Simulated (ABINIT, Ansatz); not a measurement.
# GeTe3Pb (Pm-3m): phonons by linear response

How does GeTe3Pb (Pm-3m) vibrate, and is this structure a minimum?

Method: DFT LDA, scalar-relativistic, plane waves, HGH norm-conserving pseudopotentials, in ABINIT 10.8.3.

Report form: the programs' logs are mostly left out.

The structure was built from a prototype and need not be the compound's stable phase.

## 1. Set-up

The structure is cubic, space group Pm-3m (No. 221). Conventional cell: a = 5.317 Å, b = 5.317 Å, c = 5.317 Å, α = 90.00°, β = 90.00°, γ = 90.00°. Nearest to Pb lie 12 Te at 3.76 Å. Nearest to Ge lie 6 Te at 2.66 Å. Te has 2 Ge at 2.66 Å nearest. Farther neighbours and most contacts between anions are not listed.

## 2. Relaxing the cell and atoms

The harmonic expansion needs vanishing forces, and a free crystal bears no stress, so cell and atoms are brought to rest. Stress is more sensitive to the basis than forces are: the last 3 Ha under the cutoff are smoothed with ecutsm, and the cutoff is raised above that of the later runs.

The starting cell comes from a relaxation made beforehand in Ansatz (LDA, PseudoDojo NC).

Contents of relax.abi:

```
# relaxation
ionmov 2
optcell 2
dilatmx 1.08
ntime 40
tolmxf 1.0d-05
tolvrs 1.0d-14
prtwf 0
prtden 0
chksymtnons 0

# basis, mesh and filling
ecut 26.0
ecutsm 3.0
ixc 7
ngkpt 4 4 4
nshiftk 1
shiftk 0.0 0.0 0.0
istwfk *1
occopt 6
tsmear 0.01
nband 20
nstep 100
diemac 1000000.0
prtebands 0
prtgsr 0
useylm 1

# cell and atoms
acell 3*1.0 Angstrom
rprim 
    5.317261867 0.0 0.0
    0.0 5.317261867 0.0
    0.0 0.0 5.317261867
ntypat 3
znucl 82 32 52
natom 5
typat 1 2 3 3 3
xred 
    0.0 0.0 0.0
    0.5 0.5 0.5
    0.5 0.5 0.0
    0.5 0.0 0.5
    0.0 0.5 0.5
pp_dirpath "./pseudo"
pseudos "Pb.hgh, Ge.hgh, Te.hgh"
```

Run with:

```sh
> OMP_NUM_THREADS=1 mpirun -n 4 abinit relax.abi > relax.log
```

Elapsed: 99 s, on 4 MPI ranks of Arm Neoverse N1, shared host; 6.6 min of CPU time.

Relaxation path:

```
step  energy less that of the first step (eV)  largest force (eV/Å)  volume (Å³)
   1                                   0.0000                0.0000       150.34
   2                                  -0.0005                0.0000       150.54
   3                                  -0.0018                0.0000       151.66
   4                                  -0.0018                0.0000       151.67
```

```
conventional cell, symmetrised  before  after  change
                         a (Å)   5.317  5.333  +0.3 %
                         b (Å)   5.317  5.333  +0.3 %
                         c (Å)   5.317  5.333  +0.3 %
              volume (Å³/atom)   30.07  30.33  +0.9 %
```

The relaxed structure:

```xyz
5
Lattice="5.3330 0.0000 0.0000 0.0000 5.3330 0.0000 0.0000 0.0000 5.3330" Properties=species:S:1:pos:R:3 pbc="T T T"
Pb    0.0000    0.0000    0.0000
Ge    2.6665    2.6665    2.6665
Te    2.6665    2.6665    0.0000
Te    2.6665    0.0000    2.6665
Te    0.0000    2.6665    2.6665
```

This step gave:

* volume per atom: 30.33 Å³
* pressure: 5.53e-5 GPa
* gap on the k-mesh: 0 eV

The volume changes by +0.9 % from the cell with which this run began.

## 3. Ground state

The response is built on these wavefunctions, so the potential is converged far more tightly than an energy would need. Occupations are smeared.

Contents of gs.abi:

```
# ground state
tolvrs 1.0d-16
prtden 1
prtwf 1
prtpot 1

# basis, mesh and filling
ecut 20.0
ixc 7
ngkpt 4 4 4
nshiftk 1
shiftk 0.0 0.0 0.0
istwfk *1
occopt 6
tsmear 0.01
nband 20
nstep 100
diemac 1000000.0
prtebands 0
prtgsr 0
useylm 1

# cell and atoms
acell 3*1.0 Angstrom
rprim 
    5.332976838 0.0 0.0
    0.0 5.332976838 0.0
    0.0 0.0 5.332976838
ntypat 3
znucl 82 32 52
natom 5
typat 1 2 3 3 3
xred 
    0.0 0.0 0.0
    0.5 0.5 0.5
    0.5 0.5 0.0
    0.5 0.0 0.5
    0.0 0.5 0.5
pp_dirpath "./pseudo"
pseudos "Pb.hgh, Ge.hgh, Te.hgh"
```

Run with:

```sh
> OMP_NUM_THREADS=1 mpirun -n 4 abinit gs.abi > gs.log
```

Elapsed: 21 s, on 4 MPI ranks; 83 s of CPU time.

Read from the output:

* pressure: -0.1462 GPa

The cell stands at -0.15 GPa: the relaxation ran with a smoothed and higher cutoff, and the difference is a stress of the finite basis.

## 4. Linear response at Γ

At q = 0 one unit cell holds all displacements. The response is solved for single atoms along the cell's directions, and symmetry skips those that follow from others. The crystal is treated as a metal, which screens a static field, so no field response is asked.

Contents of dfpt_gamma.abi:

```

# common to the responses
getwfk_filepath "gso_WFK"
kptopt 2
nqpt 1
qpt 0.0 0.0 0.0
asr 0
chneut 0

# displacements
rfphon 1
rfatpol 1 5
rfdir 1 1 1
tolvrs 1.0d-10
prtwf 0

# basis, mesh and filling
ecut 20.0
ixc 7
ngkpt 4 4 4
nshiftk 1
shiftk 0.0 0.0 0.0
istwfk *1
occopt 6
tsmear 0.01
nband 20
nstep 100
diemac 1000000.0
prtebands 0
prtgsr 0
useylm 1

# cell and atoms
acell 3*1.0 Angstrom
rprim 
    5.332976838 0.0 0.0
    0.0 5.332976838 0.0
    0.0 0.0 5.332976838
ntypat 3
znucl 82 32 52
natom 5
typat 1 2 3 3 3
xred 
    0.0 0.0 0.0
    0.5 0.5 0.5
    0.5 0.5 0.0
    0.5 0.0 0.5
    0.0 0.5 0.5
pp_dirpath "./pseudo"
pseudos "Pb.hgh, Ge.hgh, Te.hgh"
```

Run with:

```sh
> OMP_NUM_THREADS=1 mpirun -n 4 abinit dfpt_gamma.abi > dfpt_gamma.log
```

It took 2.3 min on 4 MPI ranks; 9.1 min of CPU time.

This step gave:

* largest acoustic frequency at the zone centre before the sum rule: -1.66 cm⁻¹
* highest optical zone-centre mode (no LO-TO term): 165.9 cm⁻¹
* lowest optical zone-centre mode: -89.99 cm⁻¹

The acoustic modes at Γ come out as far as 1.7 cm⁻¹ from zero, where they should vanish, a small numerical error. The lowest optical mode is imaginary, 90i cm⁻¹, an instability at this level and on this k mesh.

## 5. Phonons on a q mesh

Linear response treats each wavevector in the unit cell, with no supercell; the 2×2×2 mesh fixes the range of the force constants to be had.

Contents of dfpt_q.abi:

```
ndtset 3

# wavevectors
qpt1 0.5 0.0 0.0
qpt2 0.5 0.5 0.0
qpt3 0.5 0.5 0.5

# displacements
getwfk_filepath "gso_WFK"
getwfq_filepath "gso_WFK"
kptopt 3
nqpt 1
rfphon 1
rfatpol 1 5
rfdir 1 1 1
tolvrs 1.0d-10
prtwf 0

# basis, mesh and filling
ecut 20.0
ixc 7
ngkpt 4 4 4
nshiftk 1
shiftk 0.0 0.0 0.0
istwfk *1
occopt 6
tsmear 0.01
nband 20
nstep 100
diemac 1000000.0
prtebands 0
prtgsr 0
useylm 1

# cell and atoms
acell 3*1.0 Angstrom
rprim 
    5.332976838 0.0 0.0
    0.0 5.332976838 0.0
    0.0 0.0 5.332976838
ntypat 3
znucl 82 32 52
natom 5
typat 1 2 3 3 3
xred 
    0.0 0.0 0.0
    0.5 0.5 0.5
    0.5 0.5 0.0
    0.5 0.0 0.5
    0.0 0.5 0.5
pp_dirpath "./pseudo"
pseudos "Pb.hgh, Ge.hgh, Te.hgh"
```

Run with:

```sh
> OMP_NUM_THREADS=1 mpirun -n 4 abinit dfpt_q.abi > dfpt_q.log
```

Run time: 29 min. Hardware: 4 MPI ranks; 1.9 h of CPU time.

This step gave:

* lowest mode on the q mesh (acoustic ones at the zone centre apart): -100.8 cm⁻¹

Frequencies (cm⁻¹) before the sum rule at the irreducible wavevectors but Γ, which is solved apart; negative means imaginary. Frequencies by wavevector:

```
q (fractions)  star  mode 1  mode 2  mode 3  mode 4  mode 13  mode 14  mode 15
      0.5 0 0     3     -84  -83.81  -83.81  -68.92    153.7    153.7    164.7
    0.5 0.5 0     3  -83.12  -82.96  -82.96  -62.27    152.1    166.3    166.3
  0.5 0.5 0.5     1  -100.8  -100.8  -100.8  -84.73    171.1    171.1    171.1
```

## 6. Interpolated phonon bands

anaddb transforms the dynamical matrices to force constants and back along the path; points of the mesh come back as solved, but for the sum rule and, in polar crystals, the LO-TO term at Γ; the rest is interpolation.

Contents of anaddb.abi:

```
ddb_filepath "all_DDB"
output_file "anaddb.abo"
outdata_prefix "anaddb"
ifcflag 1
ngqpt 2 2 2
nqshft 1
q1shft 0.0 0.0 0.0
asr 1
chneut 0
dipdip 0
dipquad 0
quadquad 0
enunit 0
eivec 0
nph1l 62
qph1l 
    0.0 0.0 0.0 1.0
    0.0 0.05 0.0 1.0
    0.0 0.1 0.0 1.0
    0.0 0.15 0.0 1.0
    0.0 0.2 0.0 1.0
    0.0 0.25 0.0 1.0
    0.0 0.3 0.0 1.0
    0.0 0.35 0.0 1.0
    0.0 0.4 0.0 1.0
    0.0 0.45 0.0 1.0
    0.0 0.5 0.0 1.0
    0.05 0.5 0.0 1.0
    0.1 0.5 0.0 1.0
    0.15 0.5 0.0 1.0
    0.2 0.5 0.0 1.0
    0.25 0.5 0.0 1.0
    0.3 0.5 0.0 1.0
    0.35 0.5 0.0 1.0
    0.4 0.5 0.0 1.0
    0.45 0.5 0.0 1.0
    0.5 0.5 0.0 1.0
    0.45 0.45 0.0 1.0
    0.4 0.4 0.0 1.0
    0.35 0.35 0.0 1.0
    0.3 0.3 0.0 1.0
    0.25 0.25 0.0 1.0
    0.2 0.2 0.0 1.0
    0.15 0.15 0.0 1.0
    0.1 0.1 0.0 1.0
    0.05 0.05 0.0 1.0
    0.0 0.0 0.0 1.0
    0.05 0.05 0.05 1.0
    0.1 0.1 0.1 1.0
    0.15 0.15 0.15 1.0
    0.2 0.2 0.2 1.0
    0.25 0.25 0.25 1.0
    0.3 0.3 0.3 1.0
    0.35 0.35 0.35 1.0
    0.4 0.4 0.4 1.0
    0.45 0.45 0.45 1.0
    0.5 0.5 0.5 1.0
    0.45 0.5 0.45 1.0
    0.4 0.5 0.4 1.0
    0.35 0.5 0.35 1.0
    0.3 0.5 0.3 1.0
    0.25 0.5 0.25 1.0
    0.2 0.5 0.2 1.0
    0.15 0.5 0.15 1.0
    0.1 0.5 0.1 1.0
    0.05 0.5 0.05 1.0
    0.0 0.5 0.0 1.0
    0.5 0.5 0.5 1.0
    0.5 0.5 0.45 1.0
    0.5 0.5 0.4 1.0
    0.5 0.5 0.35 1.0
    0.5 0.5 0.3 1.0
    0.5 0.5 0.25 1.0
    0.5 0.5 0.2 1.0
    0.5 0.5 0.15 1.0
    0.5 0.5 0.1 1.0
    0.5 0.5 0.05 1.0
    0.5 0.5 0.0 1.0
```

Contents of mrgddb.in:

```
all_DDB
merged
4
dfpt_gammao_DDB
dfpt_qo_DS1_DDB
dfpt_qo_DS2_DDB
dfpt_qo_DS3_DDB
```

Run with:

```sh
> mrgddb < mrgddb.in > mrgddb.log
> OMP_NUM_THREADS=1 anaddb anaddb.abi > anaddb.log
```

The job ended after 0.6 s (1 thread).

Numbers from this step:

* lowest frequency on the path: -100.8 cm⁻¹

Anaddb. The phonon branches at the labelled points (cm⁻¹):

```
    point  branch 1  branch 2  branch 3  branch 4  branch 12  branch 13  branch 14  branch 15
        Γ       -90       -90       -90       -72          0        166        166        166
  halfway       -87       -87       -78       -76         93        160        160        168
        X       -84       -84       -84       -69        146        154        154        165
  halfway       -83       -83       -75       -75        148        151        162        166
        M       -83       -83       -83       -62        149        152        166        166
  halfway       -84       -81       -78       -77         98        156        164        166
        Γ       -90       -90       -90       -72          0        166        166        166
  halfway       -84       -84       -78       -75        101        162        162        164
        R      -101      -101      -101       -85        153        171        171        171
  halfway       -88       -83       -82       -80        148        160        162        167
        X       -84       -84       -84       -69        146        154        154        165
jump to R      -101      -101      -101       -85        153        171        171        171
  halfway       -92       -92       -87       -84        151        160        169        169
        M       -83       -83       -83       -62        149        152        166        166
```

The path dips to 101i cm⁻¹.

## 7. Density of states

Sums over the zone need many more wavevectors than were solved, so the interpolation is sampled on a dense mesh.

Contents of anaddb.abi:

```
ddb_filepath "all_DDB"
output_file "anaddb.abo"
outdata_prefix "anaddb"
ifcflag 1
ngqpt 2 2 2
nqshft 1
q1shft 0.0 0.0 0.0
asr 1
chneut 0
dipdip 0
dipquad 0
quadquad 0
prtdos 2
ng2qpt 8 8 8
dosdeltae 4.5563e-06
ntemper 11
temperinc 100.0
tempermin 0.0
```

Run with:

```sh
> OMP_NUM_THREADS=1 anaddb anaddb.abi > anaddb.log
```

The job ended after 0.78 s (1 thread).

Read from the output:

```
share of modes beyond 3i cm⁻¹ on the dense interpolated mesh : 0.5971
```

The phonon density of states has structure finer than the step of the table below, so its rows give means over 10 cm⁻¹, whole bins alone (the curve runs from -131 to 201 cm⁻¹). Peaks (cm⁻¹: height): -82.8: 0.665, -74.8: 0.216, -36.8: 0.110, 167.2: 0.468.

Tetrahedra. Table of phonon density of states by wavenumber; means over each step:

```
wavenumber (cm⁻¹)  phonon density of states (1/cm⁻¹/cell)
             -110                                       0
             -100                                 0.00495
              -90                                  0.0659
              -80                                   0.297
              -70                                   0.190
              -60                                  0.0482
              -50                                  0.0116
              -40                                  0.0759
              -30                                  0.0790
              -20                                  0.0843
              -10                                  0.0335
                0                                  0.0220
               10                                  0.0204
               20                                  0.0135
               30                                  0.0135
               40                                  0.0163
               50                                  0.0177
               60                                  0.0129
               70                                  0.0128
               80                                  0.0128
               90                                  0.0131
              100                                  0.0238
              110                                  0.0193
              120                                  0.0191
              130                                  0.0236
              140                                  0.0505
              150                                  0.0514
              160                                   0.141
              170                                   0.125
              180                                       0
```

## 8. Outcome

```yaml
space_group_after_relaxation: Pm-3m
volume_per_atom: 30.3 Å³
highest_optical_zone_centre_mode_no_lo_to_term: 165.9 cm⁻¹
lowest_optical_zone_centre_mode: -90.0 cm⁻¹
q_mesh: 2×2×2
lowest_mode_on_the_q_mesh_acoustic_ones_at_the_zone_centre_apart: -100.8 cm⁻¹
imaginary_modes_on_the_q_mesh: yes
```

What this shows: GeTe3Pb (Pm-3m) is unstable: a mode solved on the 2×2×2 mesh is imaginary, 101i cm⁻¹; its spectrum reaches 171 cm⁻¹. At the LDA level the optical modes of GeTe3Pb (Pm-3m) at the zone centre run from 90i to 166 cm⁻¹, so the structure is a saddle point, with 9 modes beyond 10i cm⁻¹ there. The most unstable solved mode lies at q = (0.5, 0.5, 0.5), on the zone boundary, so the distortion that it points to doubles the cell. These are harmonic frequencies at zero temperature: anharmonic shifts and linewidths and thermal expansion are left out. Spin-orbit coupling is left out, which can matter for the heavy elements here. The HGH files keep few electrons and have no core correction, which is cheap but rough for Ge and Pb. In a metal the frequencies hang on the k mesh and the smearing, most of all near Kohn anomalies. The structure is a hypothetical one, built on a prototype.

[Host names and launcher messages were left out of these logs when they were recorded.]

[Logs are printed without paths, hosts, clocks, repeated set-up lines and the standing remarks that a program may print on its own settings, such as how far it seeks lower states.]

[Hosts, paths, dates, database ids (printed as entryN), source tags and the programs' standing remarks are cut or masked in the printed files.]
